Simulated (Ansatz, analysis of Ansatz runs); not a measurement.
# Li5AuO4 (C2/m), nudged elastic band: V_O hop (2.9 Å) (q = 0), part 4 of 5

Wanted: path and barrier of a jump of O in Li5AuO4 (C2/m) at charge 0. The case: V_O hop (2.9 Å), in a cell of 80 host atoms with 1 O taken out.

Ansatz 0.2.0; plane-wave PAW DFT, PBEsol; nudged elastic band between two relaxed defect structures.

So far: Set-up; Relaxation of the start point, charge 0; Relaxation of the end point, charge 0; Nudged elastic band, charge 0.

## (4) Nudged elastic band, charge 0 (continued)

The path, image by image:

```csv
image,path (Å),energy (eV),"O78: x, y, z (Å)"
0,0.000,0.0000,"4.006, 6.175, 7.959"
1,0.768,0.3508,"3.771, 6.376, 7.718"
2,1.536,1.1907,"3.405, 6.540, 7.336"
3,2.304,2.3015,"2.984, 6.687, 6.945"
4,3.050,1.1686,"2.715, 6.542, 6.472"
5,3.797,0.3367,"2.441, 6.376, 6.046"
6,4.544,0.0065,"2.283, 6.175, 5.764"
```

Read from the output:

```
free energy      : -129603.9931 eV
barrier forward  : 2.301 eV
barrier backward : 2.295 eV
end less start   : 0.006502 eV
hop length       : 2.790 Å
```

Track of the atom that was set to move:

```csv
image,x (Å),y (Å),z (Å),nearest neighbour,distance (Å)
0,4.006,6.175,7.959,Li,1.877
1,3.771,6.376,7.718,Li,1.857
2,3.405,6.54,7.336,Li,1.779
3,2.984,6.687,6.945,Li,1.709
4,2.715,6.542,6.472,Li,1.783
5,2.441,6.376,6.046,Li,1.859
6,2.283,6.175,5.764,Li,1.876
```

The band met its tolerance of 0.04 eV/Å after 8 iterations, with image 3 on top (the start counts as 0). O78, which moves farthest between the ends, has 5 Li at 1.88 to 2.08 Å and 1 Au at 2.02 Å nearest at the start and 1 Li at 1.71 Å at the top.

## (5) Single point at the start point, PBEsol, denser k-mesh

Three single points on a mesh of more k-points (start, top, end) test the sampling. The start is shown; top and end are run alike.

This step: plane-wave PAW DFT, PBEsol; single point of a defect supercell on a structure of the PBEsol path.

The input, q0.start.mesh/input.yaml:

```yaml
crystal:
  lattice:
    - [9.40268524, 0.0, -0.02548652]
    - [0.0, 9.40405317, 0.0]
    - [-2.07562506, 0.0, 9.16358709]
  atoms:
    - { symbol: Li, position: [-0.00235369, 0.78914139, 0.2477283] }
    - { symbol: Li, position: [0.24930836, 0.28936652, 0.24901005] }
[... 25 atom lines left out ...]
    - { symbol: Li, position: [0.25077718, 0.7062129, 0.75835411] }
[... 5 atom lines left out ...]
    - { symbol: O, position: [0.36792434, 0.36578617, 0.61536545] }
[... 1 atom line left out ...]
    - { symbol: O, position: [0.3724594, 0.85221612, 0.87391897] }
[... 6 atom lines left out ...]
    - { symbol: Li, position: [0.74954034, 0.78076922, -0.00102845] }
    - { symbol: Li, position: [0.49994659, 0.71402893, -0.00037197] }
[... 4 atom lines left out ...]
    - { symbol: Li, position: [0.73812191, 0.4938559, -0.01055523] }
[... 10 atom lines left out ...]
    - { symbol: Li, position: [0.51585925, 0.80898602, 0.76556102] }
[... 3 atom lines left out ...]
    - { symbol: Li, position: [0.50714158, 0.71999398, 0.50011766] }
[... 2 atom lines left out ...]
    - { symbol: Li, position: [0.74867482, 0.70592079, 0.7487729] }
[... 2 atom lines left out ...]
    - { symbol: Au, position: [0.48542649, 0.52196388, 0.73505805] }
[... 1 atom line left out ...]
    - { symbol: O, position: [0.62654265, 0.85401671, 0.62307431] }
[... 5 atom lines left out ...]
    - { symbol: O, position: [0.61811729, 0.65664764, 0.87026016] }
    - { symbol: O, position: [0.87665748, 0.14367544, 0.87494249] }
basis:
  ecutwfc: 420
  xc_grid: 2
hamiltonian:
  xc: pbesol
kpoints:
  mp_grid: { grid: [2, 2, 2], shift: [0.5, 0.5, 0.5] }
scf:
  occupations: { method: fixed }
  max_iter: 150
output:
  forces: true
  eigenvalues: true
checkpoint:
  write: "../q0.start.mesh.run"
  compress: false
  write_wavefunctions: false
  write_every: 100000
```

On the command line:

```sh
$ ansatz run input.yaml --threads 4 --pin off --max-ram 14131MiB --backend cpu --events-out ev --progress --plain --runs-dir out
```

Numbers of over 12 decimals in the logs are rounded to 6 here.

The program printed:

```text
[...]
Crystal: 79 atoms, lattice volume = 809.778 Å³
Basis set: ecut = 420 eV, 15817 PW (Γ), exchange–correlation on 128×128×128 points (8 copies of the dense FFT grid, shifted against one another)
Bands: 308, of which v1, the nominal top of the filled ones, is band 229 counted from 1 (228 counted from 0)
Symmetry: 1 space group operations
[...]
k-points: 4 of 8 (time reversal used)
[...]
SCF iter   1: F=—  HF=-129606.677603 eV  |F-HF|=—  |Δ(HF+E_count)|=         —  Δρ=1.41e-2  dr2=1.41e0  ethr=1.77e-3  ⟨swp⟩=5.0  Hψ=3856  notcnv=0  defer=295
[...]
SCF iter  10: F=-129606.309687 eV  HF=-129606.309687 eV  |F-HF|=3.00e-8  |Δ(HF+E_count)|=   1.65e-7  Δρ=3.28e-6  dr2=9.23e-8  ethr=2.18e-11  ⟨swp⟩=11.5  Hψ=4222  notcnv=0
SCF 1 converged in 10 iterations: F = -129606.309687 eV  dr2 = 9.23e-8
[...]
SCF converged after 10 iterations
Free energy (F): -129606.309687 eV
[...]
Internal energy: -129606.309687 eV  (E = F + TS)
E sigma→0 (E₀):  -129606.309687 eV
Fermi energy:    5.963593 eV
[...]
--- Forces (eV/Å), atoms counted from 1 ---
  atom   1  Li     0.00132750    -0.00329105    -0.00077097
  atom   2  Li    -0.00151067     0.00074625     0.00172173
  [... 25 atoms left out ...]
  atom  28  Li    -0.00629493    -0.00079447    -0.00086442
  [... 5 atoms left out ...]
  atom  34  O      0.00844861     0.00194881     0.01148335
  [... 1 atom left out ...]
  atom  36  O      0.00457875    -0.00458942     0.00542724
  [... 7 atoms left out ...]
  atom  44  Li     0.00252275     0.01172539     0.00244006
  [... 15 atoms left out ...]
  atom  60  Li     0.00114069     0.00360690    -0.00032581
  [... 3 atoms left out ...]
  atom  64  Li    -0.00263231     0.00716570    -0.00404087
  [... 2 atoms left out ...]
  atom  67  Li     0.00096571     0.00068428    -0.00054033
  [... 2 atoms left out ...]
  atom  70  Au    -0.00939798    -0.00751026    -0.00059762
  [... 1 atom left out ...]
  atom  72  O     -0.00302566    -0.01013363     0.00996330
  [... 5 atoms left out ...]
  atom  78  O     -0.00448757    -0.00154077    -0.00884772
  [... 1 atom left out ...]
  max |Σ_I F_I| component: 2.13e-4 eV/Å
--- Band table (eV) ---
[...]
[... further k-points left out ...]
```

The job ended after 48 s (4 threads of Arm Neoverse V1, shared host; peak memory 4.2 GiB; 3.1 min of CPU time).

Read from the output:

- free energy: -129606.3097 eV

## (6) Barrier from single points, PBEsol, denser k-mesh

Analysis of the runs above: barrier from PBEsol single points on the PBEsol path.

It gives:

```yaml
barrier_forward: 2.298 eV
barrier_backward: 2.297 eV
end_less_start: 6.97e-5 eV
```

This gives 2.298 eV against the band's 2.301 eV (backward 2.297 against 2.295 eV). This mesh holds only the band's own point and its sign variants, so it tests the average over those and no finer sampling.

## (7) Single point at the start point, LDA

Three single points with LDA show how much the barrier depends on that choice; lattice and path are kept. The start is shown; top and end are run alike.

This step: plane-wave PAW DFT, LDA; single point of a defect supercell on a structure of the PBEsol path.

q0.start.lda/input.yaml, as its differences from q0.start.mesh/input.yaml of step 5:

```diff
@@ -36,5 +36,5 @@
 hamiltonian:
-  xc: pbesol
+  xc: lda
 kpoints:
-  mp_grid: { grid: [2, 2, 2], shift: [0.5, 0.5, 0.5] }
+  mp_grid: { grid: [1, 1, 1], shift: [0.25, 0.25, 0.25] }
 scf:
@@ -46,3 +46,3 @@
 checkpoint:
-  write: "../q0.start.mesh.run"
+  write: "../q0.start.lda.run"
   compress: false
```

The program printed:

```text
[...]
Crystal: 79 atoms, lattice volume = 809.778 Å³
Basis set: ecut = 420 eV, 15817 PW (Γ), exchange–correlation on 128×128×128 points (8 copies of the dense FFT grid, shifted against one another)
Bands: 308, of which v1, the nominal top of the filled ones, is band 229 counted from 1 (228 counted from 0)
Symmetry: 1 space group operations
[...]
k-points: 1
[...]
SCF iter   1: F=—  HF=-128247.616686 eV  |F-HF|=—  |Δ(HF+E_count)|=         —  Δρ=1.60e-2  dr2=1.83e0  ethr=1.77e-3  ⟨swp⟩=5.0  Hψ=965  notcnv=0  defer=74
[...]
SCF iter  12: F=-128246.953323 eV  HF=-128246.953323 eV  |F-HF|=1.54e-9  |Δ(HF+E_count)|=   2.23e-8  Δρ=5.94e-7  dr2=2.92e-9  ethr=2.18e-11  ⟨swp⟩=2.0  Hψ=728  notcnv=0
SCF 1 converged in 12 iterations: F = -128246.953323 eV  dr2 = 2.92e-9
[...]
SCF converged after 12 iterations
Free energy (F): -128246.953323 eV
[...]
Internal energy: -128246.953323 eV  (E = F + TS)
E sigma→0 (E₀):  -128246.953323 eV
Fermi energy:    5.720676 eV
[...]
--- Forces (eV/Å), atoms counted from 1 ---
  atom   1  Li    -0.00501021    -0.06247628    -0.00582839
  atom   2  Li    -0.00095332    -0.06932131    -0.00071233
  [... 25 atoms left out ...]
  atom  28  Li    -0.07075825     0.08661128     0.07156194
  [... 5 atoms left out ...]
  atom  34  O      0.04459252     0.08125170     0.06793723
  [... 1 atom left out ...]
  atom  36  O     -0.06615624     0.05072686    -0.11554683
  [... 7 atoms left out ...]
  atom  44  Li     0.00886285     0.07330554    -0.00698537
  [... 15 atoms left out ...]
  atom  60  Li     0.03873381    -0.05867495     0.05349332
  [... 3 atoms left out ...]
  atom  64  Li     0.08503160     0.09934200    -0.05107307
  [... 2 atoms left out ...]
  atom  67  Li    -0.00744845     0.06521812     0.00702638
  [... 2 atoms left out ...]
  atom  70  Au     0.05466298    -0.07543759     0.08780790
  [... 1 atom left out ...]
  atom  72  O      0.06487129     0.04728398     0.10805178
  [... 5 atoms left out ...]
  atom  78  O     -0.08852576    -0.00138365    -0.12301020
  [... 1 atom left out ...]
  max |Σ_I F_I| component: 4.20e-5 eV/Å
--- Band table (eV) ---
[...]
```

Wall time 17 s (4 threads); peak memory 1.4 GiB; 66 s of CPU time.

Numbers from this step:

```yaml
free_energy: -128246.9533 eV
```

## (8) Barrier from single points, LDA

Analysis of the runs above: barrier from LDA single points on the PBEsol path.

It gives:

```yaml
barrier_forward: 2.258 eV
barrier_backward: 2.252 eV
end_less_start: 0.006190 eV
```

This gives 2.258 eV against the band's 2.301 eV.

## (9) Single point at the start point, r2SCAN

Three single points with a meta-GGA, at its higher cutoff of 500 eV, show what it does to the barrier on the path found. The start is shown; top and end are run alike.

This step: plane-wave PAW DFT, r2SCAN; single point of a defect supercell on a structure of the PBEsol path.

q0.start.r2scan/input.yaml, as its differences from q0.start.lda/input.yaml of step 7:

```diff
@@ -33,6 +33,6 @@
 basis:
-  ecutwfc: 420
+  ecutwfc: 500
   xc_grid: 2
 hamiltonian:
-  xc: lda
+  xc: r2scan
 kpoints:
@@ -46,3 +46,3 @@
 checkpoint:
-  write: "../q0.start.lda.run"
+  write: "../q0.start.r2scan.run"
   compress: false
```

The program printed:

```text
[...]
Crystal: 79 atoms, lattice volume = 809.778 Å³
Basis set: ecut = 500 eV, 20549 PW (Γ), exchange–correlation on 144×144×144 points (8 copies of the dense FFT grid, shifted against one another)
Bands: 308, of which v1, the nominal top of the filled ones, is band 229 counted from 1 (228 counted from 0)
Symmetry: 1 space group operations
[...]
k-points: 1
[...]
SCF iter   1: F=—  HF=-131186.802031 eV  |F-HF|=—  |Δ(HF+E_count)|=         —  Δρ=8.29e-3  dr2=6.18e-1  dr2_τ=2.35e0  ethr=1.77e-3  ⟨swp⟩=5.0  Hψ=965  notcnv=0  defer=74
[...]
SCF iter  11: F=-131188.791525 eV  HF=-131188.791525 eV  |F-HF|=2.62e-9  |Δ(HF+E_count)|=   1.78e-8  Δρ=9.59e-7  dr2=6.81e-9  dr2_τ=7.41e-10  ethr=2.18e-11  ⟨swp⟩=3.0  Hψ=721  notcnv=0
SCF 1 converged in 11 iterations: F = -131188.791525 eV  dr2 = 6.81e-9
[...]
SCF converged after 11 iterations
Free energy (F): -131188.791525 eV
[...]
Internal energy: -131188.791525 eV  (E = F + TS)
E sigma→0 (E₀):  -131188.791525 eV
Fermi energy:    5.807777 eV
[...]
--- Forces (eV/Å), atoms counted from 1 ---
  atom   1  Li    -0.00175713    -0.04192214    -0.00311429
  atom   2  Li     0.00086732    -0.04158949    -0.00031060
  [... 25 atoms left out ...]
  atom  28  Li    -0.01608852     0.03204683     0.02805313
  [... 5 atoms left out ...]
  atom  34  O     -0.05599107    -0.13865934    -0.06626334
  [... 1 atom left out ...]
  atom  36  O      0.04437555    -0.07583949     0.04940888
  [... 7 atoms left out ...]
  atom  44  Li     0.00687257     0.05164607    -0.00380347
  [... 15 atoms left out ...]
  atom  60  Li     0.01976451    -0.03905482     0.02355807
  [... 3 atoms left out ...]
  atom  64  Li     0.03101819     0.03077954    -0.01278194
  [... 2 atoms left out ...]
  atom  67  Li    -0.00321668     0.03926228     0.00433503
  [... 2 atoms left out ...]
  atom  70  Au    -0.08042363     0.13358281    -0.08271312
  [... 1 atom left out ...]
  atom  72  O     -0.05559961    -0.08389630    -0.04711958
  [... 5 atoms left out ...]
  atom  78  O      0.08152621     0.09566857     0.09041258
  [... 1 atom left out ...]
  max |Σ_I F_I| component: 7.09e-4 eV/Å
--- Band table (eV) ---
[...]
```

It took 30 s on 4 threads; peak memory 2.1 GiB.

Numbers from this step:

```yaml
free_energy: -131188.7915 eV
```

## (10) Barrier from single points, r2SCAN

Analysis of the runs above: barrier from r2SCAN single points on the PBEsol path.

It gives:

| Property | Result |
| --- | --- |
| barrier forward | 2.527 eV |
| barrier backward | 2.522 eV |
| end less start | 0.005111 eV |

This gives 2.527 eV against the band's 2.301 eV.

[end of part 4 of 5]

[Logs are printed without paths, hosts, clocks, repeated set-up lines and the standing remarks that a program may print on its own settings, such as how far it seeks lower states.]

[Hosts, paths, dates, database ids (printed as entryN), source tags and the programs' standing remarks are cut or masked in the printed files.]
